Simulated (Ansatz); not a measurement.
# KSrCl3 (model cell, started as cubic perovskite with Sr in the octahedra): a soft mode frozen in

Which phase does KSrCl3 (model cell, started as cubic perovskite with Sr in the octahedra) fall into along its unstable mode, and how much energy does it gain?

Main program and level: Ansatz 0.2.0; DFT PBEsol, scalar-relativistic, plane waves, PAW; PAW set soft_1.

The structure was built from a prototype and need not be the compound's stable phase.

### Step 1. Starting point

It takes space group Pm-3m (No. 221, cubic). Conventional cell: a = 5.585 Å, b = 5.585 Å, c = 5.585 Å, α = 90.00°, β = 90.00°, γ = 90.00°. K has 12 Cl at 3.95 Å nearest. Sr has 6 Cl at 2.79 Å nearest. Cl has 2 Sr at 2.79 Å and 4 K at 3.95 Å nearest. Farther neighbours and most contacts between anions are not listed.

### Step 2. Response at finite wavevector

The cell comes from relaxations at this level that are not shown. Stability and thermal properties need the whole zone. Linear response on a 2×2×2 q mesh gives force constants as far as a supercell of that size would, and the tensors from the zone-centre run are typed in so that the long-range dipole term is interpolated apart.

input.yaml

```yaml
crystal:
  lattice:
    - [5.5845481721, 0.0, 0.0]
    - [0.0, 5.5845481721, 0.0]
    - [0.0, 0.0, 5.5845481721]
  atoms:
    - { symbol: K, position: [0.0, 0.0, 0.0] }
    - { symbol: Sr, position: [0.5, 0.5, 0.5] }
    - { symbol: Cl, position: [0.5, 0.5, 0.0] }
    - { symbol: Cl, position: [0.5, 0.0, 0.5] }
    - { symbol: Cl, position: [0.0, 0.5, 0.5] }
kpoints:
  mp_grid: { grid: [4, 4, 4] }
hamiltonian:
  xc: pbesol
  pseudopotentials: { kind: paw, azcp: { folder: soft_1 }, xc_functional: pbe }
scf:
  occupations: { method: fixed }
output:
  eigenvalues: true
phonons:
  method: dfpt
  qmesh: [2, 2, 2]
  temperatures: { t_max: 1000, t_step: 50 }
  qpath:
    path:
      - [[0.0, 0.0, 0.0], [0.0, 0.5, 0.0], [0.5, 0.5, 0.0], [0.0, 0.0, 0.0], [0.5, 0.5, 0.5], [0.0, 0.5, 0.0]]
      - [[0.5, 0.5, 0.5], [0.5, 0.5, 0.0]]
    npoints: 10
  non_analytic_term:
    high_frequency_dielectric_tensor: [[2.4577, 0.0, 0.0], [0.0, 2.4577, 0.0], [0.0, 0.0, 2.4577]]
    born_effective_charges:
      - { species: K, tensor: [[1.2709, 0.0, 0.0], [0.0, 1.2709, 0.0], [0.0, 0.0, 1.2709]] }
      - { species: Sr, tensor: [[2.3821, 0.0, 0.0], [0.0, 2.3821, 0.0], [0.0, 0.0, 2.3821]] }
      - { species: Cl, tensor: [[-0.8663, 0.0, 0.0], [0.0, -0.8663, 0.0], [0.0, 0.0, -1.9205]] }
      - { species: Cl, tensor: [[-0.8663, 0.0, 0.0], [0.0, -1.9205, 0.0], [0.0, 0.0, -0.8663]] }
      - { species: Cl, tensor: [[-1.9205, 0.0, 0.0], [0.0, -0.8663, 0.0], [0.0, 0.0, -0.8663]] }
    source: "zone-centre run at this cell"
```

Started as:

```sh
> ansatz run input.yaml --threads 4 --pin off --max-ram 16384MiB --backend cpu --events-out ev --progress --plain --runs-dir out
```

Numbers of over 12 decimals in the logs are rounded to 6 here.

The program printed:

```text
Engine: ansatz 0.2.0, aarch64-unknown-linux-gnu
Pseudopotentials: kind: paw
Pseudopotential: K, paw, valence charge 9, recommended cutoff 420 eV (normal), soft_1/K.paw.azcp
Pseudopotential: Sr, paw, valence charge 10, recommended cutoff 420 eV (normal), soft_1/Sr.paw.azcp
Pseudopotential: Cl, paw, valence charge 7, recommended cutoff 420 eV (normal), soft_1/Cl.paw.azcp
Functional definition: PBEsol
  exchange = pbesol_x
  correlation = pbesol_c
Crystal: 5 atoms, lattice volume = 174.166 Å³
Basis set: ecut = 420 eV, 3407 PW (Γ), exchange–correlation on 80×80×80 points (8 copies of the dense FFT grid, shifted against one another)
Bands: 25, of which v1, the nominal top of the filled ones, is band 20 counted from 1 (19 counted from 0)
Symmetry: 48 space group operations
k-points: 10 of 64
Non-local potential: K, projectors of the file, l = 0: 3, l = 1: 2, l = 2: 2
Non-local potential: Sr, projectors of the file, l = 0: 3, l = 1: 2, l = 2: 2
Non-local potential: Cl, projectors of the file, l = 0: 2, l = 1: 2, l = 2: 1
PAW form: soft (Blöchl's): semilocal exchange-correlation on the pseudo side does not see the compensation charge
PAW frozen core: K, regenerated for the run's functional, and the local potential with it (the file was generated under x = pbe(κ = 0.804, μ = 0.219515), c = pbe(β = 0.066725))
PAW frozen core: Sr, regenerated for the run's functional, and the local potential with it (the file was generated under x = pbe(κ = 0.804, μ = 0.219515), c = pbe(β = 0.066725))
PAW frozen core: Cl, regenerated for the run's functional, and the local potential with it (the file was generated under x = pbe(κ = 0.804, μ = 0.219515), c = pbe(β = 0.066725))
PAW one-centre angular grid: K, 110 points (default); XC on 64 Gauss nodes
PAW one-centre angular grid: Sr, 110 points (default); XC on 64 Gauss nodes
PAW one-centre angular grid: Cl, 110 points (default); XC on 64 Gauss nodes
Initial density: superposition of atomic densities (chi_scale 0.1, normalization cell, long waves kept (reshape's long-wave potential 0.01 eV rms))
Initial wavefunctions: pseudopotential atomic-orbital guess
Functional: x = pbesol(κ = 0.804, μ = 0.123457), c = pbesol(β = 0.046)
SCF iter   1: F=—  HF=-8203.793689 eV  |F-HF|=—  |Δ(HF+E_count)|=         —  Δρ=4.10e-2  dr2=5.37e0  ethr=3.10e-3  ⟨swp⟩=7.4  Hψ=1366  notcnv=0  defer=24
preconditioner: auto → Resta (q_TF=auto, 2.135 Å⁻¹)  ε∞=2.8  [insulator: Δε(μ)=3.355 eV  Ē_g=11.464 eV  n_scr=26 (ndim 8)  ℏωp=15.4 eV  f_vac=0.002  ε∞_Penn≈2.8]
SCF iter   2: F=—  HF=-8201.879643 eV  |F-HF|=—  |Δ(HF+E_count)|=    1.91e0  Δρ=1.37e-2  dr2=7.73e-1  ethr=3.10e-3  ⟨swp⟩=4.4  Hψ=708  notcnv=0  defer=24
SCF iter   3: F=—  HF=-8201.580886 eV  |F-HF|=—  |Δ(HF+E_count)|=   2.99e-1  Δρ=5.26e-3  dr2=8.13e-2  ethr=1.93e-3  ⟨swp⟩=3.8  Hψ=553  notcnv=0  defer=25
SCF iter   4: F=—  HF=-8201.579660 eV  |F-HF|=—  |Δ(HF+E_count)|=   1.23e-3  Δρ=1.27e-3  dr2=4.50e-3  ethr=2.03e-4  ⟨swp⟩=4.6  Hψ=585  notcnv=0  defer=24
SCF iter   5: F=—  HF=-8201.582639 eV  |F-HF|=—  |Δ(HF+E_count)|=   2.98e-3  Δρ=3.27e-4  dr2=2.46e-4  ethr=1.13e-5  ⟨swp⟩=3.8  Hψ=481  notcnv=0  defer=25
SCF iter   6: F=—  HF=-8201.583191 eV  |F-HF|=—  |Δ(HF+E_count)|=   5.52e-4  Δρ=5.82e-5  dr2=1.09e-5  ethr=6.16e-7  ⟨swp⟩=2.3  Hψ=417  notcnv=0  defer=24
SCF iter   7: F=—  HF=-8201.583225 eV  |F-HF|=—  |Δ(HF+E_count)|=   3.43e-5  Δρ=1.65e-5  dr2=1.42e-6  ethr=2.73e-8  ⟨swp⟩=2.1  Hψ=391  notcnv=0  defer=24
SCF iter   8: F=—  HF=-8201.583228 eV  |F-HF|=—  |Δ(HF+E_count)|=   2.57e-6  Δρ=3.23e-6  dr2=2.14e-8  ethr=3.54e-9  ⟨swp⟩=2.0  Hψ=389  notcnv=0  defer=21
SCF iter   9: F=—  HF=-8201.583228 eV  |F-HF|=—  |Δ(HF+E_count)|=   3.93e-8  Δρ=6.41e-7  dr2=4.09e-10  ethr=5.36e-11  ⟨swp⟩=2.0  Hψ=432  notcnv=0  defer=21
SCF iter  10: F=—  HF=-8201.583228 eV  |F-HF|=—  |Δ(HF+E_count)|=  9.82e-10  Δρ=1.06e-7  dr2=1.28e-11  ethr=1.02e-12  ⟨swp⟩=2.3  Hψ=444  notcnv=0  defer=21
SCF iter  11: F=-8201.583228 eV  HF=-8201.583228 eV  |F-HF|=0.00e0  |Δ(HF+E_count)|=  1.64e-11  Δρ=2.86e-8  dr2=1.38e-12  ethr=1.00e-12  ⟨swp⟩=18.7  Hψ=2222  notcnv=0
SCF 1 converged in 11 iterations: F = -8201.583228 eV  dr2 = 1.38e-12
  greatest PAW one-centre occupation: 0.987 electrons in one spin orbital (limit 2), on the Sr atom at site 1 (counted from 0), in its partial waves of l = 0
NSCF: frozen V_eff on 10 k-points
NSCF: frozen V_eff on 27 k-points
DFPT response loops at q = (0, 0, 0) (fractional): preconditioner auto → none (the input reference at scf.mixing.eps_inf says where Resta's filter doesn't serve); β = 0.50; Broyden in place of MSR1
NSCF: frozen V_eff on 54 k-points
DFPT response loops at q = (0, 0, -0.5) (fractional): preconditioner auto → Resta (q_TF=auto, 2.135 Å⁻¹)  ε∞=3.7 (no band partly filled); β = 1.00, the filter's whole step (`scf.mixing.beta` (0.50) is not read by the response loops at its default; to damp them type it under 1.00, their step now; it binds the ground state too); Broyden in place of MSR1
NSCF: frozen V_eff on 54 k-points
DFPT response loops at q = (0, -0.5, -0.5) (fractional): mixed as the last ones told, above
NSCF: frozen V_eff on 54 k-points
DFPT response loops at q = (-0.5, -0.5, -0.5) (fractional): preconditioner auto → none (the input reference at scf.mixing.eps_inf says where Resta's filter doesn't serve); β = 0.50; Broyden in place of MSR1
SCF converged after 11 iterations
Free energy (F): -8201.583228 eV
Harris-Foulkes:  -8201.583228 eV  (|F-HF|=0.00e0)
Internal energy: -8201.583228 eV  (E = F + TS)
E sigma→0 (E₀):  -8201.583228 eV
Fermi energy:    0.787137 eV
--- Per-component energies (eV) ---
  E_band       = -334.480874
  E_kinetic    = 946.454290
  E_local      = -2315.873889  (includes V_loc(G=0)·N_el)
  E_nonlocal   = 342.979612
  E_hartree    = 721.834073
  E_xc         = -627.667865
  E_vxc        = -668.830890  (∫ρ·V_xc dr)
  E_paw        = -5327.253206  (= ΣΔE_a)
  E_vpaw       = -82.878419  (= ΣTr[D̂ρ^β])
  E_aug_tail   = 0.000304  (compensation charges beyond the density's cutoff)
  E_ewald      = -1942.534077
  E_core_change = 0.477530  (= ΣΔE_core)
  E_smearing   = -0.000000  (= −TS)
  E_closure    = -0.000000  (closes the sum)
  Σ components = -8201.583228   (vs F -8201.583228, Δ=0.00e0)
--- Band table (eV; the first three rows and the last of 10) ---
  k-point 0: bands = [... 16 lower, 0.3464, 0.5739, 0.5739, 0.5739, 5.2478, 6.7541, 6.7541, 6.7541, ... 1 higher]
  k-point 1: bands = [... 16 lower, 0.2406, 0.2926, 0.5271, 0.5271, 5.8089, 6.8608, 7.2702, 7.2702, ... 1 higher]
  k-point 2: bands = [... 16 lower, 0.0628, 0.2406, 0.5032, 0.5032, 6.9004, 6.9875, 7.1338, 7.9916, ... 1 higher]
  k-point 9: bands = [... 16 lower, -0.5877, 0.7871, 0.7871, 0.7871, 6.8588, 8.0472, 8.0472, 8.0472, ... 1 higher]
--- Phonons (Γ-DFPT): 4 representative perturbations + reference (Σ response iterations 12) ---
  ASR residual: 1.259e-4 → 0.000e0 eV/Å²; symmetrization residual: 5.217e-6 eV/Å²
  ASR residual per site (eV/Å²): 2.34e-5 1.26e-4 2.29e-5 2.29e-5 2.29e-5
  Γ frequencies (cm⁻¹): -65.77 -65.77 -65.77 -33.53 -33.53 -33.53 0.00 0.00 0.00 76.00 76.00 76.00 250.15 250.15 250.15
--- Phonons (arbitrary-q DFPT): 4 irreducible q on the 2×2×2 mesh ---
  q = [0.0000, 0.0000, 0.0000] (star 1, of the zone-centre solve; hermiticity 1.66e-6, symmetrization 4.99e-13): -65.77 -65.77 -65.77 -33.53 -33.53 -33.53 -0.00 -0.00 -0.00 76.00 76.00 76.00 250.15 250.15 250.15
  q = [0.0000, 0.0000, -0.5000] (star 3, 9 solved perturbations in 216 linear systems a pass and spin channel, the states on 27 of 64 k-point pairs; hermiticity 9.23e-7, symmetrization 2.88e-13): -58.99 -58.99 -31.99 -31.99 -21.46 47.23 47.23 56.59 61.09 61.09 67.34 165.97 249.88 249.88 259.38
  q = [0.0000, -0.5000, -0.5000] (star 3, 9 solved perturbations in 216 linear systems a pass and spin channel, the states on 27 of 64 k-point pairs; hermiticity 1.14e-6, symmetrization 8.30e-14): -66.42 -64.52 -64.52 -42.68 24.33 24.33 55.80 67.82 67.82 86.41 163.17 163.17 229.46 249.64 266.00
  q = [-0.5000, -0.5000, -0.5000] (star 1, 4 solved perturbations in 81 linear systems a pass and spin channel, the states on 27 of 64 k-point pairs; hermiticity 1.12e-6, symmetrization 2.63e-13): -66.73 -66.73 -66.73 -62.72 -62.72 -62.72 94.29 94.29 94.29 158.15 158.15 158.15 229.19 229.19 271.81
  sum rule: each row above includes the acoustic sum rule's correction from the zone centre's row sums; it moved no ω² by more than (0.63 cm⁻¹)²
  mesh force constants: q→R imaginary residual 4.26e-18; ASR residual 1.259e-4 → 0.000e0 eV/Å²; symmetrization residual 4.441e-15 eV/Å²
  interpolated dispersion: 63 rows × 15 modes
  density of states and harmonic sums: on the 12×12×12 q-mesh, interpolated from the force constants of a 2×2×2 supercell (with the dipole–dipole term of supplied tensors)
  largest difference from the sums on the solved wave vectors: F 5.40e-2 eV, S 6.03e-5 and C_V 1.95e-5 eV/K
  zero-point energy: 0.082370 eV/cell   skipped modes (ω ≤ 0): 447, of them read as no rigid motion or as one in doubt: 444 (5.322e0 modes/cell left out, lowest -67.19 cm⁻¹)   left out of the sums: 3.55e-1 of the cell's modes: C_V's classical limit lies that fraction below 3 k_B per atom; for a crystal, a wire or a layer, F and S can be off by more, and a phonons.interpolated_qmesh denser along its periods is the remedy for the sampling
```

Elapsed: 76 s, on 4 threads of Arm Neoverse V1, shared host; peak memory 0.76 GiB; 4.8 min of CPU time.

The column dr2 measures how far the density is from self-consistency, as an energy; F and HF (Harris–Foulkes) agree once it is small.

Numbers from this step:

* gap on the k-mesh: 4.461 eV
* volume per atom: 34.83 Å³
* sum-rule residual before enforcement: 1.26e-4 eV/Å²
* lowest frequency on the path: -67.20 cm⁻¹
* point group: m-3m
* highest frequency on the path or at a solved wavevector: 287.8 cm⁻¹
* highest optical mode at the zone centre (no LO-TO term): 250.2 cm⁻¹
* lowest optical zone-centre mode: -65.77 cm⁻¹
* lowest mode on the q mesh (acoustic modes at Γ apart): -66.73 cm⁻¹

Frequencies (cm⁻¹) solved at each irreducible wavevector; negative means imaginary. Frequencies by wavevector, by row:

```csv
q in reciprocal lattice units,star,mode 1,mode 2,mode 3,mode 4,mode 13,mode 14,mode 15
0 0 0,1,-65.8,-65.8,-65.8,-33.5,250.2,250.2,250.2
0 0 -0.5,3,-59,-59,-32,-32,249.9,249.9,259.4
0 -0.5 -0.5,3,-66.4,-64.5,-64.5,-42.7,229.5,249.6,266
-0.5 -0.5 -0.5,1,-66.7,-66.7,-66.7,-62.7,229.2,229.2,271.8
```

Interpolated from a 2×2×2 q mesh, with the LO-TO term (at Γ the limit along the path; where Γ stands inside the path, tables give the limit on arrival). The phonon branches at the labelled points (cm⁻¹):

```csv
point,branch 1,branch 2,branch 3,branch 4,branch 12,branch 13,branch 14,branch 15
Γ,-66,-66,-34,-34,92,250,250,288
halfway,-63,-63,-30,-30,124,250,250,277
X,-59,-59,-32,-32,166,250,250,259
halfway,-65,-53,-51,-51,164,237,250,268
M,-66,-64,-64,-43,163,230,250,266
halfway,-66,-59,-46,-39,124,241,250,277
Γ,-66,-66,-34,-34,92,250,250,288
halfway,-63,-63,-50,-38,125,241,241,278
R,-67,-67,-67,-63,158,229,229,272
halfway,-63,-60,-56,-53,162,235,242,273
X,-59,-59,-32,-32,166,250,250,259
jump to R,-67,-67,-67,-63,158,229,229,272
halfway,-67,-64,-64,-55,161,229,239,272
M,-66,-64,-64,-43,163,230,250,266
```

Symmetry leaves 4 wavevectors to solve. The lowest mode among them, the acoustic zeros apart, lies at q = (-0.5, -0.5, -0.5) and is imaginary, 66.7i cm⁻¹, so the energy falls along it.

### Step 3. The mode frozen in, largest atomic shift 0 Å

The mode followed lies at q = (0, -0.5, -0.5) with frequency 66.4i cm⁻¹, one of the unstable modes though not the softest. At small amplitude the distorted cell has space group no. 127 by a symmetry search on the positions. The undistorted cell that holds it gives the zero of energy on the same k mesh.

System of this step: KSrCl3 (model cell, started as cubic perovskite with Sr in the octahedra). It takes space group Pm-3m (No. 221, cubic). The conventional cell has a = 5.585 Å, b = 5.585 Å, c = 5.585 Å, α = 90.00°, β = 90.00°, γ = 90.00°. K has 12 Cl at 3.95 Å nearest. Nearest to Sr lie 6 Cl at 2.79 Å. Nearest to Cl lie 2 Sr at 2.79 Å and 4 K at 3.95 Å. Cl has 2 Sr at 2.79 Å and 4 K at 3.95 Å nearest. Farther neighbours and most contacts between anions are not listed.

input.yaml

```yaml
crystal:
  lattice:
    - [-5.5845481721, 0.0, 0.0]
    - [0.0, -5.5845481721, -5.5845481721]
    - [0.0, -5.5845481721, 5.5845481721]
  atoms:
    - { symbol: K, position: [0.0, 0.5, 0.5] }
    - { symbol: K, position: [0.0, 0.0, 0.0] }
    - { symbol: Sr, position: [0.5, 0.0, 0.5] }
    - { symbol: Sr, position: [0.5, 0.5, 0.0] }
    - { symbol: Cl, position: [0.5, 0.25, 0.25] }
    - { symbol: Cl, position: [0.5, 0.75, 0.75] }
    - { symbol: Cl, position: [0.5, 0.25, 0.75] }
    - { symbol: Cl, position: [0.5, 0.75, 0.25] }
    - { symbol: Cl, position: [0.0, 0.0, 0.5] }
    - { symbol: Cl, position: [0.0, 0.5, 0.0] }
kpoints:
  mp_grid: { grid: [4, 4, 4] }
hamiltonian:
  xc: pbesol
  pseudopotentials: { kind: paw, azcp: { folder: soft_1 }, xc_functional: pbe }
scf:
  occupations: { method: gaussian, width: 0.02 }
output:
  forces: true
  stress: true
  eigenvalues: true
```

The program printed:

```text
[...]
Crystal: 10 atoms, lattice volume = 348.333 Å³
Basis set: ecut = 420 eV, 6795 PW (Γ), exchange–correlation on 80×108×108 points (8 copies of the dense FFT grid, shifted against one another)
Bands: 50, of which v1, the nominal top of the filled ones, is band 40 counted from 1 (39 counted from 0)
Symmetry: 32 space group operations
[...]
k-points: 18 of 64
[...]
k-point 0: bands = [... 36 lower, 0.5738, 0.5738, 0.5739, 0.7789, 5.2478, 6.7541, 6.7542, 6.7542, ... 5 higher]
  k-point 1: bands = [... 36 lower, 0.3752, 0.4822, 0.5352, 0.6929, 5.5452, 6.9187, 6.9278, 7.0222, ... 5 higher]
  k-point 2: bands = [... 36 lower, 0.4286, 0.4286, 0.5214, 0.5214, 6.2754, 6.2754, 7.3612, 7.3612, ... 5 higher]
  k-point 17: bands = [... 36 lower, 0.1462, 0.1462, 0.7790, 0.7790, 7.6361, 7.6361, 8.0971, 8.0971, ... 5 higher]
[key lines of the parts left out:]
SCF converged after 9 iterations
Free energy (F): -16403.167160 eV
Fermi energy:    3.017466 eV
P = ⅓ Tr σ = -0.0011 GPa (-0.011 kbar)
```

Wall time 6.8 s (4 threads); peak memory 0.79 GiB.

Numbers from this step:

* pressure: -0.001145 GPa
* energy from the undistorted cell: 0 meV/atom

At this level the gap is 4.46 eV on the k-mesh of the self-consistent run, which can miss the band edges.

### Step 4. The mode frozen in, largest atomic shift 0.6 Å

The atoms are moved along the unstable eigenvector, the largest shift by 0.6 Å, with the cell fixed.

input.yaml, the sections that differ from step 3:

```yaml
crystal:
  lattice:
    - [-5.5845481721, 0.0, 0.0]
    - [0.0, -5.5845481721, -5.5845481721]
    - [0.0, -5.5845481721, 5.5845481721]
  atoms:
    - { symbol: K, position: [0.0, 0.5, 0.5] }
    - { symbol: K, position: [0.0, 0.0, 0.0] }
    - { symbol: Sr, position: [0.5, 0.0, 0.5] }
    - { symbol: Sr, position: [0.5, 0.5, 0.0] }
    - { symbol: Cl, position: [0.5, 0.3037196548, 0.3037196548] }
    - { symbol: Cl, position: [0.5, 0.6962803452, 0.6962803452] }
    - { symbol: Cl, position: [0.5, 0.1962803452, 0.8037196548] }
    - { symbol: Cl, position: [0.5, 0.8037196548, 0.1962803452] }
    - { symbol: Cl, position: [0.0, 0.0, 0.5] }
    - { symbol: Cl, position: [0.0, 0.5, 0.0] }
# kpoints, hamiltonian, scf, output: as in step 3
```

The program printed:

```text
[...]
Crystal: 10 atoms, lattice volume = 348.333 Å³
Basis set: ecut = 420 eV, 6795 PW (Γ), exchange–correlation on 80×108×108 points (8 copies of the dense FFT grid, shifted against one another)
Bands: 50, of which v1, the nominal top of the filled ones, is band 40 counted from 1 (39 counted from 0)
Symmetry: 16 space group operations
[...]
k-points: 18 of 64
[...]
k-point 0: bands = [... 36 lower, 0.4782, 0.4910, 0.5452, 0.5452, 5.3304, 6.6830, 6.6830, 7.0199, ... 5 higher]
  k-point 1: bands = [... 36 lower, 0.3186, 0.4424, 0.5054, 0.5352, 5.6359, 6.8326, 6.8356, 7.1830, ... 5 higher]
  k-point 2: bands = [... 36 lower, 0.3435, 0.3435, 0.5192, 0.5192, 6.3728, 6.3728, 7.1688, 7.1688, ... 5 higher]
  k-point 17: bands = [... 36 lower, 0.1909, 0.1909, 0.6645, 0.6645, 7.6276, 7.6277, 7.7446, 7.7446, ... 5 higher]
[key lines of the parts left out:]
SCF converged after 9 iterations
Free energy (F): -16403.468006 eV
Fermi energy:    3.014000 eV
P = ⅓ Tr σ = -0.7422 GPa (-7.422 kbar)
```

The job ended after 6.7 s (4 threads; peak memory 0.8 GiB; 26 s of CPU time).

This step gave:

```yaml
pressure: -0.7422 GPa
gap_on_the_k_mesh: 4.633 eV
energy_from_the_undistorted_cell: -30.09 meV/atom
```

The energy, extrapolated to zero smearing, is -30.09 meV/atom against the undistorted cell.

The run ends at a pressure of -0.74 GPa, with forces up to 0.16 eV/Å.

### Step 5. Energy along the mode, all amplitudes (two of the runs are shown above)

An imaginary frequency means negative curvature, so the energy should fall and then rise again as anharmonic terms take over.

This step gave:

```
depth at the lowest point sampled  : 30.09 meV/atom
largest atomic shift at that point : 0.6 Å
```

Energy from the parent against largest atomic shift:

```csv
largest atomic shift (Å),energy from the parent (meV/atom)
0.000,0
0.040,-0.184
0.080,-0.732
0.140,-2.22
0.220,-5.34
0.320,-10.8
0.450,-19.6
0.600,-30.1
```

Displacement at unit largest shift by atom:

```csv
atom,x (Å),y (Å),z (Å),size
K1,0.00,0.00,0.00,0.00
K2,0.00,0.00,0.00,0.00
Sr3,0.00,0.00,0.00,0.00
Sr4,0.00,0.00,0.00,0.00
Cl5,0.00,-1.00,0.00,1.00
Cl6,0.00,1.00,0.00,1.00
Cl7,0.00,0.00,1.00,1.00
Cl8,0.00,0.00,-1.00,1.00
Cl9,0.00,0.00,0.00,0.00
Cl10,0.00,0.00,0.00,0.00
```

The lowest of the steps tried is the last one, at 0.6 Å, 30.1 meV/atom below the parent; the bottom of the well need not coincide with a step.

(Part 1 of 3 ends here.)

[Logs are printed without paths, hosts, clocks, repeated set-up lines and the standing remarks that a program may print on its own settings, such as how far it seeks lower states.]

[Hosts, paths, dates, database ids (printed as entryN), source tags and the programs' standing remarks are cut or masked in the printed files.]
